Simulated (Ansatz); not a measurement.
## Decaying states in the gap of LaBi2O4F

Wanted: the relaxed cell of LaBi2O4F, its band edges and its decay constants. It is built by putting F for Cl in the LaBi2ClO4 structure of space group P4/mmm, with the volume rescaled by atomic radii. The parent structure comes from the Materials Project.

Method: PBE DFT, plane waves, PAW files, in the first sound run; inputs show where later runs differ, in Ansatz 0.2.0.

The structure was built from a prototype and need not be the compound's stable phase.

### 1. Set-up

Symmetry: P4/mmm, No. 123, tetragonal system. Conventional cell: a = 3.889 Å, b = 3.889 Å, c = 9.099 Å, α = 90.00°, β = 90.00°, γ = 90.00°. La has 8 O at 2.44 Å nearest. Nearest to Bi lie 4 O at 2.22 Å. Nearest to F lie 8 Bi at 3.41 Å. Nearest to O lie 2 Bi at 2.22 Å and 2 La at 2.44 Å. It derives from LaBi2ClO4. F for Cl in the LaBi2ClO4 structure of space group P4/mmm. Farther neighbours and most contacts between anions are not listed.

### 2. Relaxing the new crystal

The substituted atoms don't fit the parent's cell, so cell and atoms relax together. A small smearing keeps the run stable in case the gap closes on the way.

input.yaml reads:

```yaml
crystal:
  lattice:
    - [3.8889094426, 0.0, 0.0]
    - [0.0, 3.8889094426, 0.0]
    - [0.0, 0.0, 9.0992350206]
  atoms:
    - { symbol: La, position: [0.0, 0.0, 0.0] }
    - { symbol: Bi, position: [0.5, 0.5, 0.278377] }
    - { symbol: Bi, position: [0.5, 0.5, 0.721623] }
    - { symbol: F, position: [0.0, 0.0, 0.5] }
    - { symbol: O, position: [0.0, 0.5, 0.161656] }
    - { symbol: O, position: [0.0, 0.5, 0.838344] }
    - { symbol: O, position: [0.5, 0.0, 0.161656] }
    - { symbol: O, position: [0.5, 0.0, 0.838344] }
kpoints:
  mp_grid: { grid: [6, 6, 4] }
scf:
  occupations: { method: gaussian, width: 0.03 }
hamiltonian:
  xc: pbe
output:
  forces: true
  stress: true
relax:
  f_tol: 0.02
  max_steps: 60
  cell: {}
```

On the command line:

```bash
$ ansatz run input.yaml --threads 2 --pin off --max-ram 4096MiB --backend cpu --events-out ev --progress --plain --runs-dir out
```

Numbers of over 12 decimals in the logs are rounded to 6 here.

The log of the run:

```text
Engine: ansatz 0.2.0, aarch64-unknown-linux-gnu
Pseudopotentials: kind: paw
Pseudopotential: La, paw, valence charge 11, recommended cutoff 420 eV (normal), La.paw.azcp
Pseudopotential: Bi, paw, valence charge 15, recommended cutoff 420 eV (normal), Bi.paw.azcp
Pseudopotential: F, paw, valence charge 7, recommended cutoff 420 eV (normal), F.paw.azcp
Pseudopotential: O, paw, valence charge 6, recommended cutoff 420 eV (normal), O.paw.azcp
Functional definition: PBE
  parameter kappa = 0.804
  parameter beta = 0.066725
  exchange = pbe_x(kappa = kappa, mu = beta*pi^2/3)
  correlation = pbe_c(beta = beta)
Crystal: 8 atoms, lattice volume = 137.613 Å³
Basis set: ecut = 420 eV, 2711 PW (Γ), exchange–correlation on 54×54×128 points (8 copies of the dense FFT grid, shifted against one another)
Bands: 44, of which v1, the nominal top of the filled ones, is band 36 counted from 1 (35 counted from 0)
Symmetry: 16 space group operations
Space group: P4/mmm (ITA 123), of the structure as read, at distance tolerance 5.2e-5 Å
k-points: 30 of 144
Non-local potential: La, projectors of the file, l = 0: 3, l = 1: 2, l = 2: 2, l = 3: 3
Non-local potential: Bi, projectors of the file, l = 0: 2, l = 1: 2, l = 2: 2, l = 3: 2
Non-local potential: F, projectors of the file, l = 0: 2, l = 1: 2, l = 2: 1
Non-local potential: O, projectors of the file, l = 0: 2, l = 1: 2, l = 2: 1
PAW form: soft (Blöchl's): semilocal exchange-correlation on the pseudo side does not see the compensation charge
PAW one-centre angular grid: La, 590 points (default); XC on 64 Gauss nodes
PAW one-centre angular grid: Bi, 590 points (default); XC on 64 Gauss nodes
PAW one-centre angular grid: F, 110 points (default); XC on 64 Gauss nodes
PAW one-centre angular grid: O, 110 points (default); XC on 64 Gauss nodes
Initial density: superposition of atomic densities (neutral atoms: chi_scale 0, normalization atom), corrected by the library's trained network
Initial wavefunctions: pseudopotential atomic-orbital guess
Functional: x = pbe(κ = 0.804, μ = 0.219515), c = pbe(β = 0.066725)
SCF iter   1: F=—  HF=-34125.129541 eV  |F-HF|=—  |Δ(HF+E_count)|=         —  Δρ=2.75e-3  dr2=1.44e-2  ethr=1.77e-3  ⟨swp⟩=5.6  Hψ=5338  notcnv=0  defer=1
preconditioner: auto → Resta (q_TF=auto, 2.449 Å⁻¹)  ε∞=3.7  [insulator: Δε(μ)=1.486 eV  Ē_g=16.179 eV  σ=0.030 eV  W_gap=1.00  n_scr=38 (ndim 8)  ℏωp=26.5 eV  f_vac=0.071  D(μ)=0.00/eV (n_scr^D=0)  ε∞_Penn≈3.7]
SCF iter   2: F=—  HF=-34125.128763 eV  |F-HF|=—  |Δ(HF+E_count)|=   7.78e-4  Δρ=1.68e-3  dr2=2.42e-3  ethr=2.00e-5  ⟨swp⟩=2.2  Hψ=2628  notcnv=0  defer=99
SCF iter   3: F=—  HF=-34125.128747 eV  |F-HF|=—  |Δ(HF+E_count)|=   1.54e-5  Δρ=5.66e-4  dr2=5.24e-4  ethr=3.36e-6  ⟨swp⟩=2.0  Hψ=2221  notcnv=0  defer=99
SCF iter   4: F=—  HF=-34125.128878 eV  |F-HF|=—  |Δ(HF+E_count)|=   1.31e-4  Δρ=2.84e-4  dr2=1.46e-4  ethr=7.27e-7  ⟨swp⟩=2.0  Hψ=1487  notcnv=0  defer=99
SCF iter   5: F=—  HF=-34125.128930 eV  |F-HF|=—  |Δ(HF+E_count)|=   5.20e-5  Δρ=1.55e-4  dr2=3.56e-5  ethr=2.03e-7  ⟨swp⟩=2.0  Hψ=1896  notcnv=0  defer=99
SCF iter   6: F=—  HF=-34125.129056 eV  |F-HF|=—  |Δ(HF+E_count)|=   1.26e-4  Δρ=3.15e-5  dr2=1.28e-6  ethr=4.94e-8  ⟨swp⟩=2.0  Hψ=1930  notcnv=0  defer=99
SCF iter   7: F=-34125.129057 eV  HF=-34125.129057 eV  |F-HF|=6.78e-8  |Δ(HF+E_count)|=   1.57e-6  Δρ=6.27e-6  dr2=5.61e-8  ethr=1.39e-10  ⟨swp⟩=4.0  Hψ=6441  notcnv=0
SCF 1 converged in 7 iterations: F = -34125.129057 eV  dr2 = 5.61e-8
  greatest PAW one-centre occupation: 0.992 electrons in one spin orbital (limit 2), on the Bi atom at site 2 (counted from 0), in its partial waves of l = 2
relax step   1: F+E_penalty+E_count = -34125.12905733 eV  Δ(F+E_penalty+E_count) = +0.000e0 eV  max|allowed force component| = 1.580e0 eV/Å  Δτ_max = 0.0000 Å  P = +6.279 GPa  Ω = 137.613 Å³  (7 SCF iters, dr2 threshold 1.00e-7 eV, accepted)
Crystal: 8 atoms, lattice volume = 141.566 Å³
Basis set: ecut = 420 eV, 2775 PW (Γ), exchange–correlation on 54×54×128 points (8 copies of the dense FFT grid, shifted against one another)
Initial density: handed on by an earlier stage of this run
Initial wavefunctions: those handed on with the density
iter 1 solved again at ethr=8.96e-4 eV; its pass at ethr=3.10e-3 eV (dr2=6.45e-1 eV) is discarded
SCF iter   1: F=—  HF=-34125.445843 eV  |F-HF|=—  |Δ(HF+E_count)|=         —  Δρ=2.02e-2  dr2=6.60e-1  ethr=8.96e-4  ⟨swp⟩=1.5  Hψ=7515  notcnv=0
preconditioner: auto → Resta (q_TF=auto, 2.438 Å⁻¹)  ε∞=3.7  [insulator: Δε(μ)=0.935 eV  Ē_g=15.863 eV  σ=0.030 eV  W_gap=1.00  n_scr=38 (ndim 8)  ℏωp=26.1 eV  f_vac=0.052  D(μ)=0.00/eV (n_scr^D=0)  ε∞_Penn≈3.7]
SCF iter   2: F=—  HF=-34125.343022 eV  |F-HF|=—  |Δ(HF+E_count)|=   1.03e-1  Δρ=8.76e-3  dr2=8.13e-2  ethr=8.96e-4  ⟨swp⟩=4.3  Hψ=3348  notcnv=0  defer=55
SCF iter   3: F=—  HF=-34125.340321 eV  |F-HF|=—  |Δ(HF+E_count)|=   2.70e-3  Δρ=5.27e-3  dr2=2.77e-2  ethr=1.13e-4  ⟨swp⟩=3.9  Hψ=2058  notcnv=0  defer=101
SCF iter   4: F=—  HF=-34125.338994 eV  |F-HF|=—  |Δ(HF+E_count)|=   1.33e-3  Δρ=1.67e-3  dr2=5.54e-3  ethr=3.85e-5  ⟨swp⟩=2.3  Hψ=1953  notcnv=0  defer=102
SCF iter   5: F=—  HF=-34125.339751 eV  |F-HF|=—  |Δ(HF+E_count)|=   7.57e-4  Δρ=8.79e-4  dr2=8.84e-4  ethr=7.69e-6  ⟨swp⟩=2.1  Hψ=2179  notcnv=0  defer=103
SCF iter   6: F=—  HF=-34125.339797 eV  |F-HF|=—  |Δ(HF+E_count)|=   4.59e-5  Δρ=2.97e-4  dr2=1.13e-4  ethr=1.23e-6  ⟨swp⟩=2.0  Hψ=2022  notcnv=0  defer=103
SCF iter   7: F=—  HF=-34125.340024 eV  |F-HF|=—  |Δ(HF+E_count)|=   2.27e-4  Δρ=6.84e-5  dr2=8.91e-6  ethr=1.57e-7  ⟨swp⟩=2.0  Hψ=2053  notcnv=0  defer=103
SCF iter   8: F=-34125.340044 eV  HF=-34125.340043 eV  |F-HF|=8.64e-7  |Δ(HF+E_count)|=   1.90e-5  Δρ=1.37e-5  dr2=4.19e-7  ethr=1.11e-9  ⟨swp⟩=3.9  Hψ=6086  notcnv=0
SCF 2 converged in 8 iterations: F = -34125.340044 eV  dr2 = 4.19e-7
  greatest PAW one-centre occupation: 0.991 electrons in one spin orbital (limit 2), on the Bi atom at site 2 (counted from 0), in its partial waves of l = 2
relax step   2: F+E_penalty+E_count = -34125.34004385 eV  Δ(F+E_penalty+E_count) = -2.110e-1 eV  max|allowed force component| = 6.708e-1 eV/Å  Δτ_max = 0.1945 Å  P = -3.766 GPa  Ω = 141.566 Å³  energy of the carried Pulay correction = -1.138e-2 eV  (8 SCF iters, dr2 threshold 8.00e-7 eV, accepted)
Crystal: 8 atoms, lattice volume = 137.799 Å³
Basis set: ecut = 420 eV, 2693 PW (Γ), exchange–correlation on 54×54×128 points (8 copies of the dense FFT grid, shifted against one another)
iter 1 solved again at ethr=1.51e-4 eV; its pass at ethr=3.10e-3 eV (dr2=1.09e-1 eV) is discarded
SCF iter   1: F=—  HF=-34125.458953 eV  |F-HF|=—  |Δ(HF+E_count)|=         —  Δρ=5.88e-3  dr2=1.10e-1  ethr=1.51e-4  ⟨swp⟩=2.2  Hψ=7229  notcnv=0
preconditioner: auto → Resta (q_TF=auto, 2.449 Å⁻¹)  ε∞=3.8  [insulator: Δε(μ)=1.145 eV  Ē_g=15.797 eV  σ=0.030 eV  W_gap=1.00  n_scr=38 (ndim 8)  ℏωp=26.5 eV  f_vac=0.045  D(μ)=0.00/eV (n_scr^D=0)  ε∞_Penn≈3.8]
SCF iter   2: F=—  HF=-34125.440474 eV  |F-HF|=—  |Δ(HF+E_count)|=   1.85e-2  Δρ=3.25e-3  dr2=1.18e-2  ethr=1.51e-4  ⟨swp⟩=4.9  Hψ=2381  notcnv=0  defer=1
SCF iter   3: F=—  HF=-34125.438376 eV  |F-HF|=—  |Δ(HF+E_count)|=   2.10e-3  Δρ=1.27e-3  dr2=3.05e-3  ethr=1.64e-5  ⟨swp⟩=2.7  Hψ=2500  notcnv=0  defer=100
SCF iter   4: F=—  HF=-34125.437988 eV  |F-HF|=—  |Δ(HF+E_count)|=   3.88e-4  Δρ=5.25e-4  dr2=4.15e-4  ethr=4.23e-6  ⟨swp⟩=2.2  Hψ=1790  notcnv=0  defer=100
SCF iter   5: F=—  HF=-34125.438119 eV  |F-HF|=—  |Δ(HF+E_count)|=   1.31e-4  Δρ=3.13e-4  dr2=9.87e-5  ethr=5.76e-7  ⟨swp⟩=2.2  Hψ=2257  notcnv=0  defer=101
SCF iter   6: F=—  HF=-34125.438110 eV  |F-HF|=—  |Δ(HF+E_count)|=   9.08e-6  Δρ=8.24e-5  dr2=9.83e-6  ethr=1.37e-7  ⟨swp⟩=2.0  Hψ=2031  notcnv=0  defer=101
SCF iter   7: F=-34125.438120 eV  HF=-34125.438119 eV  |F-HF|=1.07e-6  |Δ(HF+E_count)|=   8.60e-6  Δρ=1.82e-5  dr2=5.79e-7  ethr=1.11e-9  ⟨swp⟩=4.3  Hψ=6224  notcnv=0
SCF 3 converged in 7 iterations: F = -34125.438120 eV  dr2 = 5.79e-7
relax step   3: F+E_penalty+E_count = -34125.43811970 eV  Δ(F+E_penalty+E_count) = -9.808e-2 eV  max|allowed force component| = 4.484e-2 eV/Å  Δτ_max = 0.0222 Å  P = -0.558 GPa  Ω = 137.799 Å³  energy of the carried Pulay correction = -5.405e-4 eV  (7 SCF iters, dr2 threshold 8.00e-7 eV, accepted)
[...]
relax step   4: F+E_penalty+E_count = -34125.44236110 eV  Δ(F+E_penalty+E_count) = -4.241e-3 eV  max|allowed force component| = 1.314e-2 eV/Å  Δτ_max = 0.0008 Å  P = +0.049 GPa  Ω = 137.111 Å³  energy of the carried Pulay correction = +1.469e-3 eV  (6 SCF iters, dr2 threshold 8.00e-7 eV, accepted)
[...]
relax step   5: F+E_penalty+E_count = -34125.44222805 eV  Δ(F+E_penalty+E_count) = +1.331e-4 eV  max|allowed force component| = 1.542e-3 eV/Å  Δτ_max = 0.0002 Å  P = -0.000 GPa  Ω = 137.161 Å³  energy of the carried Pulay correction = +1.322e-3 eV  (5 SCF iters, dr2 threshold 8.01e-9 eV, accepted)
[...]
relax step   6: F+E_penalty+E_count = -34125.44361597 eV  Δ(F+E_penalty+E_count) = -1.388e-3 eV  max|allowed force component| = 2.000e-3 eV/Å  Δτ_max = 0.0000 Å  P = +0.001 GPa  Ω = 137.161 Å³  stress off target by 1.40e-1 GPa  SCF on the basis re-selected at this cell (its energy is not comparable with the rows above)  (7 SCF iters)
[...]
relax step   7: F+E_penalty+E_count = -34125.44408093 eV  Δ(F+E_penalty+E_count) = -4.650e-4 eV  max|allowed force component| = 6.768e-3 eV/Å  Δτ_max = 0.0022 Å  P = +0.017 GPa  Ω = 137.036 Å³  energy of the carried Pulay correction = +3.588e-4 eV  (5 SCF iters, dr2 threshold 4.89e-8 eV, accepted)
iter 1 solved again at ethr=3.94e-8 eV; its pass at ethr=3.10e-3 eV (dr2=2.83e-5 eV) is discarded
SCF iter   1: F=—  HF=-34125.443436 eV  |F-HF|=—  |Δ(HF+E_count)|=         —  Δρ=1.64e-5  dr2=6.62e-8  ethr=3.94e-8  ⟨swp⟩=4.0  Hψ=10243  notcnv=0
preconditioner: auto → Resta (q_TF=auto, 2.451 Å⁻¹)  ε∞=3.8  [insulator: Δε(μ)=1.095 eV  Ē_g=15.931 eV  σ=0.030 eV  W_gap=1.00  n_scr=38 (ndim 8)  ℏωp=26.5 eV  f_vac=0.048  D(μ)=0.00/eV (n_scr^D=0)  ε∞_Penn≈3.8]
SCF iter   2: F=—  HF=-34125.443660 eV  |F-HF|=—  |Δ(HF+E_count)|=   2.24e-4  Δρ=8.71e-6  dr2=2.57e-8  ethr=9.20e-11  ⟨swp⟩=2.3  Hψ=2417  notcnv=0
SCF iter   3: F=—  HF=-34125.443660 eV  |F-HF|=—  |Δ(HF+E_count)|=   3.36e-7  Δρ=3.68e-6  dr2=1.31e-8  ethr=3.57e-11  ⟨swp⟩=2.0  Hψ=2068  notcnv=0
SCF iter   4: F=—  HF=-34125.443660 eV  |F-HF|=—  |Δ(HF+E_count)|=  7.28e-12  Δρ=9.68e-7  dr2=9.74e-10  ethr=1.83e-11  ⟨swp⟩=2.0  Hψ=2070  notcnv=0
SCF iter   5: F=—  HF=-34125.443660 eV  |F-HF|=—  |Δ(HF+E_count)|=   2.14e-9  Δρ=3.86e-7  dr2=1.97e-10  ethr=1.35e-12  ⟨swp⟩=2.0  Hψ=2109  notcnv=0
SCF iter   6: F=—  HF=-34125.443660 eV  |F-HF|=—  |Δ(HF+E_count)|=  5.38e-10  Δρ=3.55e-7  dr2=1.02e-10  ethr=1.00e-12  ⟨swp⟩=5.0  Hψ=5106  notcnv=0
SCF iter   7: F=-34125.443660 eV  HF=-34125.443660 eV  |F-HF|=1.46e-11  |Δ(HF+E_count)|=  1.46e-11  Δρ=1.03e-7  dr2=5.46e-12  ethr=1.00e-12  ⟨swp⟩=5.0  Hψ=4520  notcnv=0
SCF 8 converged in 7 iterations: F = -34125.443660 eV  dr2 = 5.46e-12
relax step   8: F+E_penalty+E_count = -34125.44366023 eV  Δ(F+E_penalty+E_count) = +4.207e-4 eV  max|allowed force component| = 6.650e-3 eV/Å  Δτ_max = 0.0000 Å  P = +0.012 GPa  Ω = 137.036 Å³  stress off target by 1.28e-2 GPa  SCF on the basis re-selected at this cell (its energy is not comparable with the rows above)  (7 SCF iters)
basis re-selected at this cell: Δ(F+E_penalty+E_count) = +4.207e-4 eV, ΔP = -0.005 GPa vs the last step (what re-selecting the basis moved, of the pressure what is left beyond the Pulay correction that the steps carried, after the strain that the cell walked since its last selection, with what the two solves' SCF thresholds leave and, on support functions, any second-order correction that the steps lacked; it is no m [...]
SCF converged after 7 iterations
Free energy (F): -34125.443660 eV
Harris-Foulkes:  -34125.443660 eV  (|F-HF|=1.46e-11)
Internal energy: -34125.443660 eV  (E = F + TS)
E sigma→0 (E₀):  -34125.443660 eV
Fermi energy:    8.396816 eV
--- Per-component energies (eV) ---
  E_band       = -262.182361
  E_kinetic    = 1700.033885
  E_local      = -5421.995107  (includes V_loc(G=0)·N_el)
  E_nonlocal   = 1491.090668
  E_hartree    = 1866.781653
  E_xc         = -818.313600
  E_vxc        = -916.359969  (∫ρ·V_xc dr)
  E_paw        = -27577.533222  (= ΣΔE_a)
  E_vpaw       = -848.526039  (= ΣTr[D̂ρ^β])
  E_aug_tail   = 0.010912  (compensation charges beyond the density's cutoff)
  E_ewald      = -5365.518847
  E_smearing   = -0.000000  (= −TS)
  E_closure    = 0.000000  (closes the sum)
  Σ components = -34125.443660   (vs F -34125.443660, Δ=0.00e0)
--- Forces (eV/Å), atoms counted from 1 ---
  atom   1  La     0.00000000    -0.00000000     0.00000000
  atom   2  Bi    -0.00000000     0.00000000    -0.00664995
  atom   3  Bi     0.00000000     0.00000000     0.00664995
  atom   4  F      0.00000000     0.00000000     0.00000000
  atom   5  O      0.00000000     0.00000000     0.00120119
  atom   6  O     -0.00000000     0.00000000    -0.00120119
  atom   7  O     -0.00000000     0.00000000     0.00120119
  atom   8  O      0.00000000     0.00000000    -0.00120119
  max |Σ_I F_I| component: 2.78e-17 eV/Å
--- Stress (GPa, compression-positive) ---
        0.011561       0.000000       0.000000
        0.000000       0.011561       0.000000
        0.000000       0.000000       0.012832
  P = ⅓ Tr σ = 0.0120 GPa (0.120 kbar)
--- Relaxed structure (6 steps of the walk, 6 accepted, 2 SCFs on fresh bases) ---
  F+E_penalty+E_count = -34125.44366023 eV   max|allowed force component| = 6.650e-3 eV/Å   (the final SCF, on the basis selected at the relaxed cell)
  cell:  # Å, volume = 137.0360 Å³
    - [3.936388, 0, 0.0]
    - [0, 3.936388, 0.0]
    - [0.0, 0.0, 8.843798]
  atoms:
    - { symbol: La, position: [0, 0, -3.8203466639357426e-19] }
    - { symbol: Bi, position: [0.500000, 0.500000, 0.297673] }
    - { symbol: Bi, position: [0.500000, 0.500000, 0.702327] }
    - { symbol: F, position: [0, 0, 0.5] }
    - { symbol: O, position: [0, 0.500000, 0.173301] }
    - { symbol: O, position: [0, 0.500000, 0.826699] }
    - { symbol: O, position: [0.500000, 0, 0.173301] }
    - { symbol: O, position: [0.500000, 0, 0.826699] }
```

The job ended after 38 s (2 threads of Arm Neoverse V2, shared host; peak memory 0.52 GiB).

Step by step:

```csv
step,energy less that of the first step (eV),largest force component (eV/Å),pressure (GPa),volume (Å³)
1,0.0000,1.5800,6.28,137.61
2,-0.2110,0.6708,-3.77,141.57
3,-0.3091,0.0448,-0.56,137.80
4,-0.3133,0.0131,0.05,137.11
5,-0.3132,0.0015,0.00,137.16
6*,-0.3146,0.0020,0.00,137.16
7,-0.3150,0.0068,0.02,137.04
8*,-0.3146,0.0066,0.01,137.04
```

Relaxation steps marked * repeat the geometry before them on a plane-wave basis chosen anew for their cell, so energy and pressure can jump there.

The run keeps the 16 symmetry operations that it works with, so distortions that break them were not tested.

| conventional cell, symmetrised | before | after | change |
| --- | --- | --- | --- |
| a (Å) | 3.889 | 3.936 | +1.2 % |
| b (Å) | 3.889 | 3.936 | +1.2 % |
| c (Å) | 9.099 | 8.844 | -2.8 % |
| volume (Å³/atom) | 17.20 | 17.13 | -0.4 % |

The atoms that moved most (Å, as changes of fractional coordinates times the final cell):

| atom | dx | dy | dz | length |
| --- | --- | --- | --- | --- |
| Bi2 | 0.000 | 0.000 | 0.171 | 0.171 |
| Bi3 | 0.000 | 0.000 | -0.171 | 0.171 |
| O6 | 0.000 | 0.000 | -0.103 | 0.103 |
| O5 | 0.000 | 0.000 | 0.103 | 0.103 |
| O7 | 0.000 | 0.000 | 0.103 | 0.103 |
| O8 | 0.000 | 0.000 | -0.103 | 0.103 |

The relaxed structure:

```cif
data_structure
_symmetry_space_group_name_H-M 'P 1'
_symmetry_Int_Tables_number 1
_cell_length_a 3.9364
_cell_length_b 3.9364
_cell_length_c 8.8438
_cell_angle_alpha 90.000
_cell_angle_beta 90.000
_cell_angle_gamma 90.000
_cell_volume 137.04
loop_
_atom_site_label
_atom_site_type_symbol
_atom_site_fract_x
_atom_site_fract_y
_atom_site_fract_z
_atom_site_occupancy
La1 La 0.00000 0.00000 0.00000 1
Bi2 Bi 0.50000 0.50000 0.29767 1
Bi3 Bi 0.50000 0.50000 0.70233 1
F4 F 0.00000 0.00000 0.50000 1
O5 O 0.00000 0.50000 0.17330 1
O6 O 0.00000 0.50000 0.82670 1
O7 O 0.50000 0.00000 0.17330 1
O8 O 0.50000 0.00000 0.82670 1
```

This step gave:

```
free energy  : -34125.4437 eV
Fermi energy : 8.397 eV
pressure     : 0.01198 GPa
```

The largest force component on a free atom ends at 0.0066 eV/Å.

[end of part 1 of 2]

[Logs are printed without paths, hosts, clocks, repeated set-up lines and the standing remarks that a program may print on its own settings, such as how far it seeks lower states.]

[Hosts, paths, dates, database ids (printed as entryN), source tags and the programs' standing remarks are cut or masked in the printed files.]
